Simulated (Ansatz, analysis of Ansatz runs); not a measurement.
# Moving an added hole between O sites in CdWO4 (P2/c), part 3 of 3

Aim: the energy barrier that a trapped hole meets when it moves from one O atom to another one nearby in CdWO4 (P2/c). The model is a cell of 72 host atoms.

Ansatz 0.2.0; plane-wave PAW DFT, PBEsol+U; relaxation of all atoms of a supercell at fixed charge in a uniform background; PAW set soft_1.

So far. Step 3 (The hole on the first site): The largest changes of the moments are 0.82 μB on O71, 0.02 μB on O68 and -0.02 μB on W47. The largest part sits on the chosen site. Step 4 (The hole on the second site): The largest changes of the moments are 0.84 μB on O59, 0.03 μB on O68 and 0.02 μB on O57. The largest part sits on the chosen site.

### Step 5. Points on the line between the two structures

Level of this step: plane-wave PAW DFT, PBEsol+U; single point of a supercell at fixed charge in a uniform background; PAW set soft_1 (Ansatz).

All atoms move on the straight line between the two relaxed structures, 5.26 amu^1/2 Å long in mass-weighted terms. Each point starts from the state of the point before, once from either end, so that both localised states can be followed; the midpoint is also started with the carrier shared.

A.x0500/input.yaml

```yaml
crystal:
  lattice:
    - [10.02752994, 5.89624109, 0.00166055]
    - [-5.01376497, 5.89624109, -0.00083027]
    - [-0.21088097, 0.0, 10.1137867]
  atoms:
    - { symbol: Cd, position: [0.063823, 0.626225, 0.375025] }
    - { symbol: Cd, position: [0.391941, 0.290621, 0.372672] }
[... 35 atom lines left out ...]
    - { symbol: Cd, position: [0.385178, 0.285511, 0.878423] }
[... 8 atom lines left out ...]
    - { symbol: W, position: [0.624452, 0.219131, 0.622086] }
[... 2 atom lines left out ...]
    - { symbol: O, position: [0.633182, 0.45949, 0.527723] }
[... 8 atom lines left out ...]
    - { symbol: O, position: [0.562945, 0.332543, 0.780138] }
[... 8 atom lines left out ...]
    - { symbol: O, position: [0.626295, 0.010173, 0.693823] }
[... 2 atom lines left out ...]
    - { symbol: O, position: [0.46621, 0.174459, 0.557938], spin: 1.0 }
    - { symbol: O, position: [0.795277, 0.837477, 0.558256] }
total_charge: 1
basis:
  ecutwfc: 420
  xc_grid: 2
hamiltonian:
  xc: pbesol
  hubbard:
    sites: [{ species: O, l: p, u_eff: 6.0 }]
    projectors: ortho-atomic
  pseudopotentials: { kind: paw, azcp: { folder: soft_1 }, xc_functional: pbe }
kpoints:
  mp_grid: { grid: [1, 1, 1] }
magnetization:
  spin_polarized: true
  initial_magnetization: 1
  spin_locking: { lock_magnetization: hard }
scf:
  occupations: { method: fermi_dirac, width: 0.01 }
  max_iter: 120
  lower_state_search: "off"
output:
  forces: true
  eigenvalues: true
  eigenstates: { localisation: true }
  write_density: true
  write_potential: true
  volumetric_format: npy
checkpoint:
  read: "../A.x0375.run"
  write: "../A.x0500.run"
  compress: false
  write_wavefunctions: true
  write_every: 100000
```

Run with:

```
$ ansatz run input.yaml --threads 8 --pin off --max-ram 17899MiB --backend cpu --events-out ev --progress --plain --runs-dir out
```

Numbers of over 12 decimals in the logs are rounded to 6 here.

Output:

```text
[...]
Warning: checkpoint.read: the run can stay near the saved state's solution: 72 site(s) moved relative to the saved geometry (max |Δs| = 2.642e-3 fractional); [...]
[...]
Crystal: 72 atoms, lattice volume = 896.966 Å³
Basis set: ecut = 420 eV, 17501 PW (Γ), exchange–correlation on 160×108×144 points (8 copies of the dense FFT grid, shifted against one another)
Bands: 420, of which v1, the nominal top of the filled ones, is band 348 counted from 1 (347 counted from 0)
Symmetry: 1 space group operations
[...]
k-points: 1
[...]
Starting moments: Σ|m| = 1 μB on 1 of 72 sites; this step starts from the density that it was given
[...]
iter 1 solved again at ethr=4.37e-6 eV; its pass at ethr=3.10e-3 eV (dr2=3.04e-2 eV) is discarded
[...]
SCF iter  16: F=-248124.757614 eV  HF=-248124.757614 eV  |F-HF|=6.28e-8  |Δ(HF+E_count)|=   6.91e-7  Δρ=2.03e-6 (↑2.03e-6 ↓1.41e-6)  dr2=8.27e-8  dr2_m=1.77e-9  M=1.000 μB ∫|m|=1.279 μB  ethr=9.78e-12  ⟨swp⟩=5.5  Hψ=5474  notcnv=0
SCF 1 converged in 16 iterations: F = -248124.757614 eV  dr2 = 8.27e-8
[...]
SCF converged after 16 iterations
[...]
Magnetization: 1.0000 μB (348.0000 up, 347.0000 down)
Absolute magnetization: 1.2804 μB (∫|ρ↑−ρ↓|, with the PAW one-centre terms)
[...]
Per-site moments (μB) at R_I (Å): [(1.6360444592769937e-5, 0.915959), (0.00504427, 0.912940), (0.000398988, 0.906886), [... 69 left out ...]
Free energy (F): -248124.757614 eV
[...]
Internal energy: -248124.757614 eV  (E = F + TS)
E sigma→0 (E₀):  -248124.757614 eV
Fermi energy:    8.467239 (↑ 9.324177, ↓ 8.467128) eV
[...]
--- Forces (eV/Å), atoms counted from 1 ---
  atom   1  Cd    -0.01757187    -0.01179598    -0.01315339
  atom   2  Cd    -0.30507847     0.07741362    -0.45789640
  [... 18 atoms left out ...]
  atom  21  O     -0.05340237    -0.02476491     0.01154574
  [... 16 atoms left out ...]
  atom  38  Cd     0.52310558     0.43849487    -0.21950434
  [... 8 atoms left out ...]
  atom  47  W      0.17758556     2.37289127     4.01064827
  [... 2 atoms left out ...]
  atom  50  O     -0.04165459    -0.24003951    -0.29661920
  [... 3 atoms left out ...]
  atom  54  O      0.27917643    -0.14942261    -0.54736367
  [... 4 atoms left out ...]
  atom  59  O      1.11690679    -0.04843017    -1.56400205
  [... 2 atoms left out ...]
  atom  62  O     -0.02373843    -0.09826162    -0.14829722
  [... 4 atoms left out ...]
  atom  67  O     -0.02078062    -0.05796674    -0.19011993
  atom  68  O      0.10644629    -0.28531303    -0.40895547
  [... 2 atoms left out ...]
  atom  71  O     -1.07810685    -1.02658707    -0.45032973
  [... 1 atom left out ...]
  max |Σ_I F_I| component: 1.74e-4 eV/Å
--- Band table (eV) ---
[...]
Occupation matrices written to <dir>
```

It took 26 s on 8 threads of AMD EPYC 7B13 (Zen 3), shared host; peak memory 2.4 GiB.

From eigenstates.tsv, first k-point; energies on the run's zero. The participation number counts the atoms that a state is spread over, of 72; bands count from 0.

```csv
spin,band,energy (eV),occupation,participation,largest share on,share
down,341,7.403,1.00,6.1,O59,0.38
down,342,7.464,1.00,32.0,O59,0.09
down,343,7.543,1.00,26.9,O24,0.09
down,344,7.596,1.00,39.9,O58,0.05
down,345,7.618,1.00,40.8,O34,0.05
down,346,7.704,1.00,11.7,O59,0.24
down,347,9.231,0.00,3.5,O71,0.49
down,348,11.048,0.00,4.2,W47,0.47
down,349,11.411,0.00,19.4,W7,0.11
down,350,11.470,0.00,14.4,W47,0.19
down,351,11.540,0.00,15.6,W47,0.16
up,342,7.341,1.00,36.0,O65,0.06
up,343,7.457,1.00,36.3,O51,0.06
up,344,7.543,1.00,28.2,O16,0.08
up,345,7.578,1.00,40.5,O59,0.06
up,346,7.617,1.00,32.2,O17,0.05
up,347,7.665,1.00,16.4,O59,0.18
up,348,10.983,0.00,3.3,W47,0.53
up,349,11.095,0.00,4.0,W47,0.48
up,350,11.410,0.00,19.1,W7,0.11
up,351,11.479,0.00,17.6,W9,0.13
up,352,11.542,0.00,15.3,W47,0.17
```

Under PBEsol+U (6 eV) at the zone centre alone, the highest filled state is spin down, spread over 12 of 72 atoms, and the lowest empty one, 1.53 eV above it, is spin down, spread over 3 of 72 atoms.

The largest moments in the atoms' spheres: O71 0.75, O68 0.05, O59 0.04, W47 -0.04, O21 0.02, O50 0.02 μB.

Spin density in the ab plane at fractional z = 0.667, through the centre, with atoms of Cd and W and O within 0.45 Å of it.

Ten even steps from '0' (-2.50 × 1e-2 e/Å³) to '9' (8.88 × 1e-2 e/Å³), each cell a mean:
```
222222222222222222366222222222222
222222222222222222232222222222222
222222222222222222222222222222222
222222222222222222222222222222222
222222222222222222222222222222222
222222222222222222222222222222222
222222222222222222222222222222222
222222222222222222222222222222222
222222222222222222222222222222222
222222222222222222222222222222222
222222222222222222222222222222222
222222222222222222222222222222222
222222222222222222222222222222222
222222222222222221111112222222222
222222222222222221111002222222222
222222222222222321011012222222222
222222222222222221111001222222222
222222222222222211111001222222222
222222222222221111112112222222222
222222222222222221233332222222222
222222222222222222279432222222222
```
Columns run along a (11.6 Å), rows up along b (7.7 Å). Atoms in or near the plane, at fractional coordinates: Cd at (0.27, 0.04), Cd at (0.95, 0.38), W at (0.28, 0.55), W at (0.94, 0.88), O at (0.29, 0.34), O at (0.63, 0.01), O at (0.96, 0.67).

Valence density in the ab plane at fractional z = 0.667, through the centre, with atoms of Cd and W and O within 0.45 Å of it. It is the smooth field of the valence electrons, not physical close to the nuclei.

Ten steps, logarithmic in the rise over the least value, from '0' (0 e/Å³) to '9' (10 e/Å³), each cell a mean:
```
445543357752100001367742000123565
544431233321000000244421001235787
522110011110000000122211112236887
321000000000001111234421112235776
421000001111123222478742111123565
531000112211245433699852100113577
631000123333456543699742000014688
420001235664456533466521000013677
210011257875444321233210000002454
210112357875322100011100000001232
311122256764210000000000011012354
521111235654210000011111222224787
621000135776310001122122454336899
421000136886310001233334565336898
210000136775200012346654554324665
100000024543100112368864443112232
000000012321001122478863221000111
000110123432111122367652100000000
112222257864111111246642100000111
124543479985210001357763100011221
345653479974100001368863100012333
```
Columns run along a (11.6 Å), rows up along b (7.7 Å). Atoms in or near the plane, at fractional coordinates: Cd at (0.27, 0.04), Cd at (0.95, 0.38), W at (0.28, 0.55), W at (0.94, 0.88), O at (0.29, 0.34), O at (0.63, 0.01), O at (0.96, 0.67).

Electrostatic potential energy in the ab plane at fractional z = 0.667, through the centre, with atoms of Cd and W and O within 0.45 Å of it. With pseudopotentials it is smooth inside the atoms' cores, unlike the true potential.

Ten even steps from '0' (-33 eV) to '9' (16 eV), each cell a mean:
```
576589754458999999952379999986211
378999876789999999987899999972000
379999999999999999998899999861000
689999999999999999876689999862002
899999999999999998644468999986435
699999999888987897433358999998622
599999987667863587433468999998411
899999863114765798544589999999523
999999730002788999877899999999878
999998620003799999999999999999988
789998730025899999999999999998766
589999864357999999999999999986434
589999986225999999998889878985333
589999994014999999986678546885333
899999995237999999741136557986445
999999998789999998510015789998778
999999999889999997400015899999999
999999987668999998510147999999999
999999864446899998753478999999999
998789743335899999862159999999988
786468643346899999930149999998766
```
Columns run along a (11.6 Å; values clipped at the 3rd and 97th percentile), rows up along b (7.7 Å). Atoms in or near the plane, at fractional coordinates: Cd at (0.27, 0.04), Cd at (0.95, 0.38), W at (0.28, 0.55), W at (0.94, 0.88), O at (0.29, 0.34), O at (0.63, 0.01), O at (0.96, 0.67).

Free energies from the first end:

| started from | fraction | energy (eV) | moment change on O71 (μB) | on O59 (μB) |
| --- | --- | --- | --- | --- |
| first site | 0 | 0.000 | 0.82 | 0.01 |
| first site | 0.125 | 0.034 | 0.81 | 0.02 |
| first site | 0.25 | 0.134 | 0.79 | 0.02 |
| first site | 0.375 | 0.297 | 0.77 | 0.03 |
| first site | 0.5 | 0.521 | 0.75 | 0.04 |
| first site | 0.625 | 0.798 | 0.71 | 0.08 |
| second site | 0.875 | 0.000 | 0.00 | 0.83 |
| second site | 0.75 | 0.120 | 0.01 | 0.82 |
| second site | 0.625 | 0.311 | 0.01 | 0.80 |
| second site | 0.5 | 0.570 | 0.02 | 0.79 |
| second site | 0.375 | 0.888 | 0.04 | 0.76 |
| shared | 0.5 | 0.570 | 0.02 | 0.79 |
| second site | 1 | -0.042 | 0.00 | 0.84 |

### Step 6. Summary of results

| Quantity | Value |
| --- | --- |
| barrier forward | 0.55 eV |
| barrier backward | 0.59 eV |
| distance of the two sites without the carrier | 2.74 Å |
| carrier at the midpoint | on one site |

On this line the hole must cross about 0.55 eV to hop 2.74 Å; the second site lies 0.04 eV lower, and the way back costs 0.59 eV. The top lies between computed points: the barrier is read where straight lines through the two branches cross, near a fraction of 0.51. At the midpoint the lowest state found keeps the carrier on one site, so the two localised curves cross in a cusp. This suggests weak coupling and a hop slower than the barrier alone implies, though U itself penalises the shared state. The start with the carrier shared fell onto one site. With an assumed attempt frequency of 1e13 per second the rate at 300 K would be 7e+03 per second for this barrier, if every crossing succeeded. A straight line need not be the lowest path, so the true barrier at this U can be lower, or higher if the ends can still break their symmetry. No run compares the localised hole with one spread in the band, so its binding is unknown and the barrier may exceed it. The program's search for lower electronic states was switched off in all runs, so that each state is followed; none is shown to be the lowest at its structure. No image-charge correction is applied; it nearly cancels along the line while the charge stays localised. Limits: sampling at the zone centre alone can move energies of charged and open-shell states by tenths of an eV or more in cells of this size; the images are only 7.7 Å apart; gap and trapping depend on the U chosen (O p 6.0 eV); spin–orbit coupling, which can matter with heavy atoms, is left out.

[Logs are printed without paths, hosts, clocks, repeated set-up lines and the standing remarks that a program may print on its own settings, such as how far it seeks lower states.]

[Hosts, paths, dates, database ids (printed as entryN), source tags and the programs' standing remarks are cut or masked in the printed files.]
